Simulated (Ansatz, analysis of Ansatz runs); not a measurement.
**Li6MgBr8 (Fm-3m), nudged elastic band: V_Li hop (3.8 Å) (q = −1)**

Aim: the barrier of one jump in Li6MgBr8 (Fm-3m) at charge −1: V_Li hop (3.8 Å). The model is a cell of 60 host atoms with 1 Li taken out; Li is the atom that moves.

Method: plane-wave PAW DFT, PBEsol; nudged elastic band between two relaxed defect structures at fixed charge in a uniform background, in Ansatz 0.2.0.

This is a report of a sequence of runs, with most program output left out.

## 1. The structure

The cell holds 59 atoms: 23 Li, 4 Mg and 32 Br. Cell: a = 10.847 Å, b = 10.847 Å, c = 10.847 Å, α = 90.0°, β = 90.0°, γ = 90.0°. It derives from Li6MgBr8 (space group Fm-3m). Nearest the centre at fractional (0.375, 0.375, 0.750): Br32 at 1.92 Å, Li6 at 1.92 Å, Br51 at 1.92 Å, Br41 at 3.30 Å, Br58 at 3.30 Å, Li20 at 3.32 Å, Li16 at 3.32 Å, Mg27 at 3.32 Å. The cell carries charge −1.

The cell's shortest repeat is 10.8 Å.

## 2. Relaxation of the start point, charge −1

A barrier is counted from a minimum, so both ends are relaxed first. Small random displacements break the symmetry of the ideal sites, so that the defect can distort if it gains by it. The charge of −1 is set by the electron count, and a uniform background keeps the cell neutral.

Input file qm1.start/input.yaml:

```yaml
crystal:
  lattice:
    - [10.84714591, 0.0, 0.0]
    - [0.0, 10.84714591, 0.0]
    - [0.0, 0.0, 10.84714591]
  atoms:
    - { symbol: Li, position: [0.25, 0.0, 0.25] }
    - { symbol: Li, position: [0.75, 0.0, 0.75] }
    - { symbol: Li, position: [0.75, 0.5, 0.25] }
    - { symbol: Li, position: [0.0, 0.25, 0.25] }
    - { symbol: Li, position: [0.0, 0.75, 0.75] }
    - { symbol: Li, position: [0.5, 0.25, 0.75] }
    - { symbol: Li, position: [0.5, 0.75, 0.25] }
    - { symbol: Li, position: [0.0, 0.25, 0.75] }
[... 47 atom lines left out ...]
    - { symbol: Br, position: [0.0, 0.25505176, 0.5] }
    - { symbol: Br, position: [0.0, 0.75505176, 0.0] }
    - { symbol: Br, position: [0.5, 0.25505176, 0.0] }
    - { symbol: Br, position: [0.5, 0.75505176, 0.5] }
total_charge: -1
basis:
  ecutwfc: 420
  xc_grid: 2
hamiltonian:
  xc: pbesol
kpoints:
  mp_grid: { grid: [1, 1, 1] }
scf:
  occupations: { method: fixed }
  max_iter: 100
output:
  forces: true
relax:
  f_tol: 0.02
  max_steps: 70
  random_displacement: { amplitude: 0.03, seed: 8461 }
```

Run with:

```bash
$ ansatz run input.yaml --threads 4 --pin off --max-ram 7536MiB --backend cpu --events-out ev --progress --plain --runs-dir out
```

It took 17 s on 4 threads of Arm Neoverse V2, shared host; peak memory 1.1 GiB; 65 s of CPU time.

Relaxation path:

| step | energy less that of the first step (eV) | largest force component (eV/Å) |
| --- | --- | --- |
| 1 | 0.0000 | 0.5092 |
| 2 | -0.2434 | 0.2279 |
| 3 | -0.3062 | 0.0410 |
| 4 | -0.3083 | 0.0018 |

The atoms that moved most (Å, from the sites as typed, ahead of the random displacement, the mean shift of all atoms taken out):

| atom | dx | dy | dz | length |
| --- | --- | --- | --- | --- |
| Br29 | -0.001 | 0.099 | 0.000 | 0.099 |
| Br32 | 0.000 | -0.099 | 0.000 | 0.099 |
| Li8 | 0.065 | 0.070 | 0.007 | 0.096 |
| Li17 | 0.007 | -0.070 | 0.065 | 0.096 |
| Li6 | -0.064 | 0.071 | -0.007 | 0.096 |
| Li21 | -0.007 | -0.069 | -0.064 | 0.095 |
| Li16 | -0.006 | 0.069 | -0.065 | 0.095 |
| Li11 | -0.065 | -0.068 | -0.006 | 0.095 |

Neighbours of Li6 at the end:

| atom | distance (Å) |
| --- | --- |
| Br51 | 2.647 |
| Br32 | 2.653 |
| Br38 | 2.719 |
| Br58 | 2.728 |
| Br30 | 2.777 |
| Br54 | 2.785 |
| Li20 | 3.734 |
| Li16 | 3.753 |
| Mg27 | 3.773 |

Read from the output:

* free energy: -99970.1246 eV
* largest move from the ideal geometry of this structure, a common shift of the far atoms taken out: 0.1038 Å

The relaxation gained 0.308 eV and ended with a largest force component of 0.0018 eV/Å.

## 3. Relaxation of the end point, charge −1

The end point is relaxed in the same cell and settings, so that the two energies compare.

Input file qm1.end/input.yaml:

```yaml
crystal:
  lattice:
    - [10.84714591, 0.0, 0.0]
    - [0.0, 10.84714591, 0.0]
    - [0.0, 0.0, 10.84714591]
  atoms:
    - { symbol: Li, position: [0.25, 0.0, 0.25] }
    - { symbol: Li, position: [0.75, 0.0, 0.75] }
[... 3 atom lines left out ...]
    - { symbol: Li, position: [0.25, 0.5, 0.75] }
[... 8 atom lines left out ...]
    - { symbol: Li, position: [0.75, 0.5, 0.75] }
    - { symbol: Li, position: [0.25, 0.25, 0.0] }
[... 3 atom lines left out ...]
    - { symbol: Li, position: [0.25, 0.25, 0.5] }
[... 6 atom lines left out ...]
    - { symbol: Mg, position: [0.5, 0.5, 0.0] }
[... 2 atom lines left out ...]
    - { symbol: Br, position: [0.75, 0.25, 0.75] }
[... 1 atom line left out ...]
    - { symbol: Br, position: [0.25, 0.25, 0.75] }
[... 5 atom lines left out ...]
    - { symbol: Br, position: [0.5, 0.24494824, 0.5] }
[... 2 atom lines left out ...]
    - { symbol: Br, position: [0.25505176, 0.5, 0.0] }
[... 3 atom lines left out ...]
    - { symbol: Br, position: [0.24494824, 0.5, 0.5] }
[... 5 atom lines left out ...]
    - { symbol: Br, position: [0.5, 0.5, 0.75505176] }
[... 6 atom lines left out ...]
    - { symbol: Br, position: [0.5, 0.25505176, 0.0] }
    - { symbol: Br, position: [0.5, 0.75505176, 0.5] }
total_charge: -1
basis:
  ecutwfc: 420
  xc_grid: 2
hamiltonian:
  xc: pbesol
kpoints:
  mp_grid: { grid: [1, 1, 1] }
scf:
  occupations: { method: fixed }
  max_iter: 100
output:
  forces: true
relax:
  f_tol: 0.02
  max_steps: 70
  random_displacement: { amplitude: 0.03, seed: 8461 }
```

The job ended after 18 s (4 threads; peak memory 1.1 GiB).

The steps of the relaxation:

| step | energy less that of the first step (eV) | largest force component (eV/Å) |
| --- | --- | --- |
| 1 | 0.0000 | 0.5178 |
| 2 | -0.2317 | 0.2172 |
| 3 | -0.2918 | 0.0467 |
| 4 | -0.2942 | 0.0015 |

The atoms that moved most (Å, from the sites as typed, ahead of the random displacement, the mean shift of all atoms taken out):

| atom | dx | dy | dz | length |
| --- | --- | --- | --- | --- |
| Br32 | -0.100 | 0.001 | 0.000 | 0.100 |
| Br30 | 0.099 | 0.000 | -0.001 | 0.099 |
| Li2 | -0.070 | 0.065 | 0.007 | 0.096 |
| Li16 | 0.070 | -0.007 | -0.065 | 0.096 |
| Li15 | -0.070 | -0.065 | -0.007 | 0.096 |
| Li20 | 0.070 | 0.008 | 0.065 | 0.096 |
| Li12 | 0.068 | 0.066 | 0.007 | 0.095 |
| Li22 | -0.068 | -0.007 | -0.065 | 0.095 |

Neighbours of Li6 at the end:

| atom | distance (Å) |
| --- | --- |
| Br51 | 2.649 |
| Br32 | 2.653 |
| Br45 | 2.719 |
| Br41 | 2.728 |
| Br29 | 2.776 |
| Br53 | 2.782 |
| Li20 | 3.735 |
| Li16 | 3.755 |
| Mg27 | 3.775 |

This step gave:

| Property | Result |
| --- | --- |
| free energy | -99970.1246 eV |
| largest move from the ideal geometry of this structure, a common shift of the far atoms taken out | 0.1036 Å |

The relaxation gained 0.294 eV and ended with a largest force component of 0.0015 eV/Å. The end lies within 1 meV of the start.

## 4. Nudged elastic band, charge −1

5 movable images are laid between the ends on a pair-potential path, which keeps atoms from colliding in the first guess. Each image feels the true force across the path and a spring force along it. The highest image is set to climb to the top of the path.

This step: plane-wave PAW DFT, PBEsol; nudged elastic band between two relaxed defect structures at fixed charge in a uniform background.

Input file qm1.neb/input.yaml:

```yaml
crystal:
  lattice:
    - [10.84714591, 0.0, 0.0]
    - [0.0, 10.84714591, 0.0]
    - [0.0, 0.0, 10.84714591]
  atoms:
    - { symbol: Li, position: [0.24974058, -6.664e-05, 0.24995505] }
    - { symbol: Li, position: [0.74971633, -8.49e-06, 0.7498751] }
    - { symbol: Li, position: [0.74975077, 0.49988411, 0.24994077] }
    - { symbol: Li, position: [0.00148513, 0.25103574, 0.25037901] }
    - { symbol: Li, position: [0.00562468, 0.74360309, 0.75052798] }
    - { symbol: Li, position: [0.49386146, 0.25644176, 0.74922232] }
    - { symbol: Li, position: [0.49812752, 0.74874115, 0.24946281] }
    - { symbol: Li, position: [0.0057812, 0.25640448, 0.7505425] }
    - { symbol: Li, position: [0.00143714, 0.74876745, 0.25040845] }
    - { symbol: Li, position: [0.49815357, 0.25103804, 0.24936571] }
    - { symbol: Li, position: [0.49374026, 0.74365633, 0.74933072] }
    - { symbol: Li, position: [0.24971671, -4.029e-05, 0.74995479] }
    - { symbol: Li, position: [0.24973355, 0.499947, 0.24988622] }
    - { symbol: Li, position: [0.74973781, -8.616e-05, 0.24986065] }
    - { symbol: Li, position: [0.74974547, 0.50001391, 0.74990907] }
    - { symbol: Li, position: [0.24922134, 0.2562958, -0.00608522] }
    - { symbol: Li, position: [0.25043739, 0.7434881, 0.50588863] }
    - { symbol: Li, position: [0.75031947, 0.25105729, 0.50152291] }
    - { symbol: Li, position: [0.74931675, 0.7487554, -0.00177923] }
    - { symbol: Li, position: [0.25046746, 0.25629809, 0.50580143] }
    - { symbol: Li, position: [0.24915999, 0.74353234, -0.00603603] }
    - { symbol: Li, position: [0.74934361, 0.2510562, -0.00182296] }
    - { symbol: Li, position: [0.75028623, 0.74878089, 0.50152036] }
    - { symbol: Mg, position: [0.00025061, -6.869e-05, -0.00058292] }
    - { symbol: Mg, position: [0.0020805, 0.49993005, 0.50220752] }
    - { symbol: Mg, position: [0.49928611, -7.659e-05, 0.50040261] }
    - { symbol: Mg, position: [0.49745149, 0.49994502, -0.00239917] }
    - { symbol: Br, position: [0.24978341, 0.24771114, 0.24989877] }
    - { symbol: Br, position: [0.24972281, 0.75909676, 0.74993043] }
    - { symbol: Br, position: [0.74975172, 0.24773001, 0.74988101] }
    - { symbol: Br, position: [0.74975391, 0.75105153, 0.24991385] }
    - { symbol: Br, position: [0.24979236, 0.2408048, 0.74988621] }
    - { symbol: Br, position: [0.24976701, 0.75216555, 0.24990283] }
    - { symbol: Br, position: [0.74978147, 0.24878754, 0.24989813] }
    - { symbol: Br, position: [0.74976857, 0.75218816, 0.74990217] }
    - { symbol: Br, position: [-0.00121285, 0.24485898, 0.00087485] }
    - { symbol: Br, position: [-0.00094257, 0.74549835, 0.49916576] }
    - { symbol: Br, position: [0.50077652, 0.24484198, 0.49890657] }
    - { symbol: Br, position: [0.50050975, 0.74550704, 0.00065996] }
    - { symbol: Br, position: [0.25609479, -6.215e-05, 0.49723786] }
    - { symbol: Br, position: [0.25643705, 0.49993189, 0.00791016] }
    - { symbol: Br, position: [0.75499762, -6.453e-05, 0.00114161] }
    - { symbol: Br, position: [0.75490541, 0.49992393, 0.49699636] }
    - { symbol: Br, position: [0.24343443, -4.422e-05, 0.00260044] }
    - { symbol: Br, position: [0.24309258, 0.49992223, 0.49186881] }
    - { symbol: Br, position: [0.74452831, -8.237e-05, 0.49867734] }
    - { symbol: Br, position: [0.74463128, 0.49992386, 0.00283474] }
    - { symbol: Br, position: [-0.00290942, -4.539e-05, 0.75622778] }
    - { symbol: Br, position: [-0.00316289, 0.49992337, 0.25505005] }
    - { symbol: Br, position: [0.50100633, -7.64e-05, 0.25515325] }
    - { symbol: Br, position: [0.5077642, 0.4999948, 0.75659443] }
    - { symbol: Br, position: [-0.00147991, -6.757e-05, 0.24467232] }
    - { symbol: Br, position: [-0.00826415, 0.49995943, 0.74322639] }
    - { symbol: Br, position: [0.50243029, -6.621e-05, 0.74358128] }
    - { symbol: Br, position: [0.50267318, 0.49991543, 0.24478532] }
    - { symbol: Br, position: [-0.00094147, 0.25436667, 0.49917932] }
    - { symbol: Br, position: [-0.00122773, 0.75502077, 0.00091412] }
    - { symbol: Br, position: [0.5005169, 0.25437503, 0.00061344] }
    - { symbol: Br, position: [0.50074644, 0.75500293, 0.49894] }
total_charge: -1
basis:
  ecutwfc: 420
  xc_grid: 2
hamiltonian:
  xc: pbesol
kpoints:
  mp_grid: { grid: [1, 1, 1] }
scf:
  occupations: { method: fixed }
  max_iter: 100
output:
  forces: true
neb:
  images: 5
  f_tol: 0.05
  climbing: true
  initial_path: idpp
  max_iterations: 45
  order_check: false
  final_atoms:
    - { symbol: Li, position: [0.25115176, 0.00132434, 0.25045665] }
    - { symbol: Li, position: [0.74363448, 0.00563317, 0.7505348] }
[... 3 atom lines left out ...]
    - { symbol: Li, position: [0.25628642, 0.49384044, 0.74929579] }
[... 1 atom line left out ...]
    - { symbol: Li, position: [3.666e-05, 0.24969931, 0.74992561] }
[... 2 atom lines left out ...]
    - { symbol: Li, position: [0.49999734, 0.7496103, 0.74992699] }
[... 4 atom lines left out ...]
    - { symbol: Li, position: [0.25651467, 0.2489729, -0.00606524] }
[... 3 atom lines left out ...]
    - { symbol: Li, position: [0.2564996, 0.25032769, 0.50587959] }
[... 6 atom lines left out ...]
    - { symbol: Mg, position: [0.50003266, 0.49732159, -0.00238803] }
[... 4 atom lines left out ...]
    - { symbol: Br, position: [0.24087295, 0.24970805, 0.74993575] }
[... 5 atom lines left out ...]
    - { symbol: Br, position: [0.50010384, 0.24292749, 0.49191841] }
[... 2 atom lines left out ...]
    - { symbol: Br, position: [0.25448654, 0.5003635, 0.00066632] }
[... 3 atom lines left out ...]
    - { symbol: Br, position: [0.24495833, 0.50064055, 0.49893862] }
[... 5 atom lines left out ...]
    - { symbol: Br, position: [0.50001526, 0.50762177, 0.75661859] }
[... 6 atom lines left out ...]
    - { symbol: Br, position: [0.50009526, 0.25631786, 0.00792346] }
    - { symbol: Br, position: [0.50006355, 0.7547674, 0.49697797] }
```

Elapsed: 4.6 min, on 4 threads; peak memory 3.7 GiB.

Images along the path:

| image | path (Å) | energy (eV) | Li6: x, y, z (Å) |
| --- | --- | --- | --- |
| 0 | 0.000 | 0.0000 | 5.357, 2.782, 8.127 |
| 1 | 0.754 | 0.1081 | 4.985, 3.220, 7.828 |
| 2 | 1.509 | 0.2386 | 4.575, 3.677, 7.441 |
| 3 | 2.264 | 0.1863 | 4.179, 4.155, 7.071 |
| 4 | 3.018 | 0.2391 | 3.696, 4.561, 7.415 |
| 5 | 3.790 | 0.1118 | 3.228, 4.983, 7.809 |
| 6 | 4.562 | 0.0000 | 2.780, 5.357, 8.128 |

This step gave:

| Item | Value |
| --- | --- |
| free energy | -99969.8855 eV |
| barrier forward | 0.2391 eV |
| barrier backward | 0.2391 eV |
| end less start | -8.66e-8 eV |
| hop length | 3.643 Å |

Track of the atom that was set to move:

| image | x (Å) | y (Å) | z (Å) | nearest neighbour | distance (Å) |
| --- | --- | --- | --- | --- | --- |
| 0 | 5.357 | 2.782 | 8.127 | Br | 2.647 |
| 1 | 4.985 | 3.22 | 7.828 | Br | 2.457 |
| 2 | 4.575 | 3.677 | 7.441 | Br | 2.373 |
| 3 | 4.179 | 4.155 | 7.071 | Br | 2.39 |
| 4 | 3.696 | 4.561 | 7.415 | Br | 2.372 |
| 5 | 3.228 | 4.983 | 7.809 | Br | 2.455 |
| 6 | 2.78 | 5.357 | 8.128 | Br | 2.649 |

The band met its tolerance of 0.05 eV/Å after 7 iterations, with image 4 on top (the start counts as 0). Li6, which moves farthest between the ends, has 6 Br at 2.65 to 2.78 Å nearest at the start and 3 Br at 2.37 to 2.47 Å at the top. The path has 2 maxima, and only the highest was climbed; it lies 0.05 eV above the dip at image 3.

(Part 1 of 2 ends here.)

[Logs are printed without paths, hosts, clocks, repeated set-up lines and the standing remarks that a program may print on its own settings, such as how far it seeks lower states.]

[Hosts, paths, dates, database ids (printed as entryN), source tags and the programs' standing remarks are cut or masked in the printed files.]
